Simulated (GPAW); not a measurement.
# Si/Ru(0001): work function by functional and basis, part 2 of 2

Aim: the work function of both faces of Si/Ru(0001), and its spread over functionals and bases.

GPAW 26.7.0; GPAW, PAW setups; slab in vacuum, relaxation (the session's first sound run).

So far, upper work function (eV): step 2 (relaxing the atoms, PBE, GPAW) 4.35; step 4 (self-consistent run: xc = "RPBE") 4.27; step 5 (self-consistent run: xc = "LDA") 4.53; step 6 (self-consistent run: xc = "vdW-DF2", GPAW, PAW setups, GPAW) 4.54; step 7 (self-consistent run: xc = "revPBE") 4.28.

**8. OptPBE vdW: xc = "optPBE-vdW"**

The same geometry under optPBE-vdW, to see how far the functional moves the levels against the vacuum (the van der Waals functionals take revPBE setups).

File run.py:

```python
import json
import numpy as np
from ase import Atoms
from gpaw import GPAW, PW

slab = Atoms(
    ['Ru', 'Ru', 'Ru', 'Ru', 'Si'],
    positions=[
        [2.70000, 1.55885, 8.00000],
        [0.00000, 0.00000, 10.13840],
        [2.70000, 1.55885, 12.27269],
        [-0.00000, -0.00000, 14.39235],
        [0.00000, 0.00000, 16.82426]],
    cell=[[2.7, 0.0, 0.0], [1.35, 2.33827, 0.0], [0.0, 0.0, 25.1137]],
    pbc=[True, True, False])

slab.calc = GPAW(mode=PW(400), xc='optPBE-vdW', kpts={'size': (13, 13, 1), 'gamma': True},
                 occupations={'name': 'fermi-dirac', 'width': 0.1}, nbands='200%',
                 convergence={'density': 1e-05}, maxiter=200,
                 poissonsolver={'dipolelayer': 'xy'},
                 symmetry={'tolerance': 1e-3}, txt='slab.txt')
result = {}
energy = slab.get_potential_energy()
fermi = slab.calc.get_fermi_level()
v = slab.calc.get_electrostatic_potential().mean((0, 1)) - fermi
n = slab.calc.get_pseudo_density().mean((0, 1))
L = slab.cell[2, 2]
z = np.arange(len(v)) * L / len(v)
low, high = slab.positions[:, 2].min(), slab.positions[:, 2].max()
below, above = np.interp([low - 5.8, high + 5.8], z, v)
slopes = [np.interp(x, z, np.gradient(v, z)) for x in (low - 5.8, high + 5.8)]
eps = np.array([[slab.calc.get_eigenvalues(k, s) for k in range(len(slab.calc.get_ibz_k_points()))]
                for s in range(slab.calc.get_number_of_spins())]) - fermi
top, bottom = eps[eps < 0].max(), eps[eps > 0].min()
dipole = slab.get_dipole_moment()[2]
print(f'energy {energy:.4f} eV, Fermi level {fermi:.4f} eV, dipole {dipole:.5f} e A')
print(f'potential 5.8 A off the faces, from the Fermi level: lower {below:.4f} eV, upper {above:.4f} eV')
print(f'slope of the potential there: lower {slopes[0]:.5f}, upper {slopes[1]:.5f} eV/A')
print(f'nearest levels on the mesh: {top:.4f} and {bottom:.4f} eV')
print('magnetic moment', round(slab.get_magnetic_moment(), 3))
result.update(energy=energy, fermi=fermi, dipole=dipole, below=below, above=above, slopes=slopes, edges=[top, bottom],
              z=z.tolist(), v=v.tolist(), n=n.tolist(), positions=slab.positions.tolist(),
              forces=slab.get_forces(apply_constraint=False).tolist(), moments=slab.get_magnetic_moments().tolist())
json.dump(result, open('result.json', 'w'))
```

Run with:

```console
$ OMP_NUM_THREADS=1 OPENBLAS_NUM_THREADS=1 python run.py
```

Log:

```text
energy -101.4521 eV, Fermi level 2.7316 eV, dipole 0.02455 e A
potential 5.8 A off the faces, from the Fermi level: lower 5.1945 eV, upper 4.4868 eV
slope of the potential there: lower -0.00016, upper 0.00005 eV/A
nearest levels on the mesh: -0.0339 and 0.0162 eV
magnetic moment 0.0
```

It took 3.3 min on 1 thread of Arm Neoverse V1, shared host; peak memory 0.37 GiB.

This step gave:

```yaml
dipole_along_the_normal: 0.02455 e·Å
levels_nearest_the_fermi_level_on_the_mesh: -0.03391, 0.01616 eV from the Fermi level
upper_work_function: 4.487 eV
lower_work_function: 5.195 eV
```

The electrostatic potential energy of an electron (without an applied field's), less the Fermi level, planar mean by z:

z (Å), electrostatic potential energy of an electron (without an applied field's), less the Fermi level, planar mean (eV) and a bar from the least value:
```
      0.0        4.8 ##############################
      0.5        5.2 ##############################
      1.0        5.2 ##############################
      1.5        5.2 ##############################
      2.0        5.2 ##############################
      2.5        5.2 ##############################
      3.0        5.2 ##############################
      3.5        5.2 ##############################
      4.0        5.2 ##############################
      4.5        5.2 ##############################
      5.0        5.2 ##############################
      5.5        5.1 ##############################
      6.0        4.7 ##############################
      6.5        3.7 #############################
      7.0        0.0 #########################
      7.5      -12.7 ##############
      8.0      -27.6 
      8.5      -13.0 #############
      9.0       -2.0 #######################
      9.5       -8.5 #################
     10.0      -26.4 #
     10.5      -18.9 ########
     11.0       -3.6 ######################
     11.5       -5.1 #####################
     12.0      -22.3 #####
     12.5      -23.9 ###
     13.0       -6.2 ####################
     13.5       -3.1 ######################
     14.0      -17.4 #########
     14.5      -26.7 #
     15.0       -9.0 #################
     15.5        0.4 ##########################
     16.0       -2.1 #######################
     16.5      -15.1 ###########
     17.0      -18.9 ########
     17.5       -4.9 #####################
     18.0        1.9 ###########################
     18.5        3.8 #############################
     19.0        4.3 #############################
     19.5        4.4 #############################
     20.0        4.5 #############################
     20.5        4.5 #############################
     21.0        4.5 #############################
     21.5        4.5 #############################
     22.0        4.5 #############################
     22.5        4.5 #############################
     23.0        4.5 #############################
     23.5        4.5 #############################
     24.0        4.5 #############################
     24.5        4.5 #############################
     25.0        4.7 ##############################
```

The upper face's work function is 4.487 eV, against 4.352 eV in the first plane-wave PBE run at this geometry.

**9. Real-space grid: mode = "fd"**

A real-space grid is a second complete basis, so it checks the plane-wave result.

Changes to run.py since step 8:

```diff
@@ -3,3 +3,3 @@
 from ase import Atoms
-from gpaw import GPAW, PW
+from gpaw import GPAW
 
@@ -16,3 +16,3 @@
 
-slab.calc = GPAW(mode=PW(400), xc='optPBE-vdW', kpts={'size': (13, 13, 1), 'gamma': True},
+slab.calc = GPAW(mode='fd', h=0.18, xc='PBE', kpts={'size': (13, 13, 1), 'gamma': True},
                  occupations={'name': 'fermi-dirac', 'width': 0.1}, nbands='200%',
```

Log:

```text
energy -41.4917 eV, Fermi level -4.6869 eV, dipole 0.02338 e A
potential 5.8 A off the faces, from the Fermi level: lower 5.0224 eV, upper 4.3513 eV
slope of the potential there: lower -0.00005, upper 0.00001 eV/A
nearest levels on the mesh: -0.0187 and 0.0035 eV
magnetic moment 0.0
```

Run time: 10 min. Hardware: 1 thread; peak memory 0.78 GiB.

This step gave:

```
dipole along the normal                    : 0.02338 e·Å
levels nearest the Fermi level on the mesh : -0.01867, 0.003490 eV from the Fermi level
upper work function                        : 4.351 eV
lower work function                        : 5.022 eV
```

The upper face's work function is 4.351 eV, against 4.352 eV in the first plane-wave PBE run at this geometry.

**10. Atomic orbitals: mode = "lcao"**

Atom-centred orbitals end a few angstrom from the surface, which tests how much the density's tail matters.

Changes to run.py since step 9:

```diff
@@ -16,4 +16,4 @@
 
-slab.calc = GPAW(mode='fd', h=0.18, xc='PBE', kpts={'size': (13, 13, 1), 'gamma': True},
-                 occupations={'name': 'fermi-dirac', 'width': 0.1}, nbands='200%',
+slab.calc = GPAW(mode='lcao', basis='dzp', h=0.18, xc='PBE', kpts={'size': (13, 13, 1), 'gamma': True},
+                 occupations={'name': 'fermi-dirac', 'width': 0.1}, nbands='120%',
                  convergence={'density': 1e-05}, maxiter=200,
```

Log:

```text
energy -39.2802 eV, Fermi level -4.6631 eV, dipole 0.02641 e A
potential 5.8 A off the faces, from the Fermi level: lower 5.0421 eV, upper 4.2840 eV
slope of the potential there: lower -0.00003, upper -0.00000 eV/A
nearest levels on the mesh: -0.0241 and 0.0060 eV
magnetic moment 0.0
```

It took 26 min on 1 thread; peak memory 0.36 GiB.

This step gave:

```
dipole along the normal                    : 0.02641 e·Å
levels nearest the Fermi level on the mesh : -0.02412, 0.005969 eV from the Fermi level
upper work function                        : 4.284 eV
lower work function                        : 5.042 eV
```

The electrostatic potential energy of an electron (without an applied field's), less the Fermi level, planar mean by z:

```csv
z (Å),"electrostatic potential energy of an electron (without an applied field's), less the Fermi level, planar mean (eV)"
0.0,4.66
0.5,5.04
1.0,5.04
1.5,5.04
2.0,5.04
2.5,5.04
3.0,5.04
3.5,5.04
4.0,5.04
4.5,5.03
5.0,5.01
5.5,4.93
6.0,4.66
6.5,3.68
7.0,0.0907
7.5,-12.8
8.0,-28.0
8.5,-13.1
9.0,-2.03
9.5,-8.50
10.0,-26.7
10.5,-19.1
11.0,-3.55
11.5,-5.05
12.0,-22.5
12.5,-24.1
13.0,-6.09
13.5,-3.09
14.0,-17.5
14.5,-27.0
15.0,-8.92
15.5,0.542
16.0,-2.11
16.5,-15.1
17.0,-19.1
17.5,-4.96
18.0,1.82
18.5,3.73
19.0,4.18
19.5,4.27
20.0,4.28
20.5,4.28
21.0,4.28
21.5,4.28
22.0,4.28
22.5,4.28
23.0,4.28
23.5,4.28
24.0,4.28
24.5,4.28
25.0,4.28
```

The upper face's work function is 4.284 eV, against 4.352 eV in the first plane-wave PBE run at this geometry.

**11. All levels side by side**

Times are for 1 thread of Arm Neoverse V1, shared host. The series side by side:

```csv
no.,run,upper work function (eV),lower work function (eV),time,memory (GiB)
1,pw,4.352,5.023,3.1 min,0.24
2,RPBE,4.274,4.855,3 min,0.24
3,LDA,4.534,5.384,3.1 min,0.24
4,vdW DF2,4.541,5.311,4.8 min,0.37
5,revPBE,4.276,4.879,2.9 min,0.24
6,optPBE vdW,4.487,5.195,3.3 min,0.37
7,fd,4.351,5.022,10 min,0.78
8,lcao,4.284,5.042,26 min,0.36
```

**12. Side by side**

Results and costs are gathered.

This step: comparison of work functions, dipole and cost (GPAW 26.7.0).

Ladder, by row:

```csv
step,code,"work function, upper (eV)","work function, lower (eV)",dipole (e Å),wall time (s),peak memory (GiB),threads
pw,GPAW,4.352,5.023,0.02328,185.2,0.24,1
RPBE,GPAW,4.274,4.855,0.02013,182.1,0.24,1
LDA,GPAW,4.534,5.384,0.02949,183.7,0.24,1
vdW-DF2,GPAW,4.541,5.311,0.02673,287.4,0.37,1
revPBE,GPAW,4.276,4.879,0.02091,176.8,0.24,1
optPBE-vdW,GPAW,4.487,5.195,0.02455,196.5,0.37,1
fd,GPAW,4.351,5.022,0.02338,626,0.78,1
lcao,GPAW,4.284,5.042,0.02641,1563,0.36,1
```

**13. A changed run**

One more run, with changed settings.

This step: GPAW, PAW setups; slab in vacuum (GPAW 26.7.0).

Changes to run.py since step 10:

```diff
@@ -3,3 +3,3 @@
 from ase import Atoms
-from gpaw import GPAW
+from gpaw import GPAW, PW
 
@@ -14,7 +14,7 @@
     cell=[[2.7, 0.0, 0.0], [1.35, 2.33827, 0.0], [0.0, 0.0, 25.1137]],
-    pbc=[True, True, False])
+    pbc=[True, True, True])
 
-slab.calc = GPAW(mode='lcao', basis='dzp', h=0.18, xc='PBE', kpts={'size': (13, 13, 1), 'gamma': True},
-                 occupations={'name': 'fermi-dirac', 'width': 0.1}, nbands='120%',
-                 convergence={'density': 1e-05}, maxiter=200,
+slab.calc = GPAW(mode=PW(400), xc='PBE', kpts={'size': (13, 13, 1), 'gamma': True},
+                 occupations={'name': 'fermi-dirac', 'width': 0.1}, nbands='200%',
+                 convergence={'density': 1e-05}, maxiter=50,
                  poissonsolver={'dipolelayer': 'xy'},
```

Log:

```text
AssertionError
```

Elapsed: 1.1 s, on 1 thread; peak memory 0.14 GiB.

The program refused the input before any cycle.

The fault put into the input: a dipole layer in a cell that repeats along the normal (pbc_z = true).

**14. Outcome**

| Quantity | Value |
| --- | --- |
| work function, upper and lower face | 4.352 and 5.023 eV |
| dipole along the normal | 0.0233 e Å |

What this shows: With plane waves and PBE the work function is 4.35 eV on the upper face and 5.02 eV on the lower. The two faces differ by 0.67 eV, the step that the slab's dipole makes (e p/(ε0 A) gives 0.67 eV), so the dipole layer is needed. Over the sound runs of the table the upper face's work function spans 4.274 (RPBE) to 4.541 eV (vdW-DF2). The cell of 6.31 Å² holds one Si, started on one chosen site; other sites and coverages weren't tried. The in-plane lattice was kept as typed, which isn't the functional's own and leaves some strain; spin-orbit coupling and temperature are left out.

[Logs are printed without paths, hosts, clocks, repeated set-up lines and the standing remarks that a program may print on its own settings, such as how far it seeks lower states.]

[Hosts, paths, dates, database ids (printed as entryN), source tags and the programs' standing remarks are cut or masked in the printed files.]
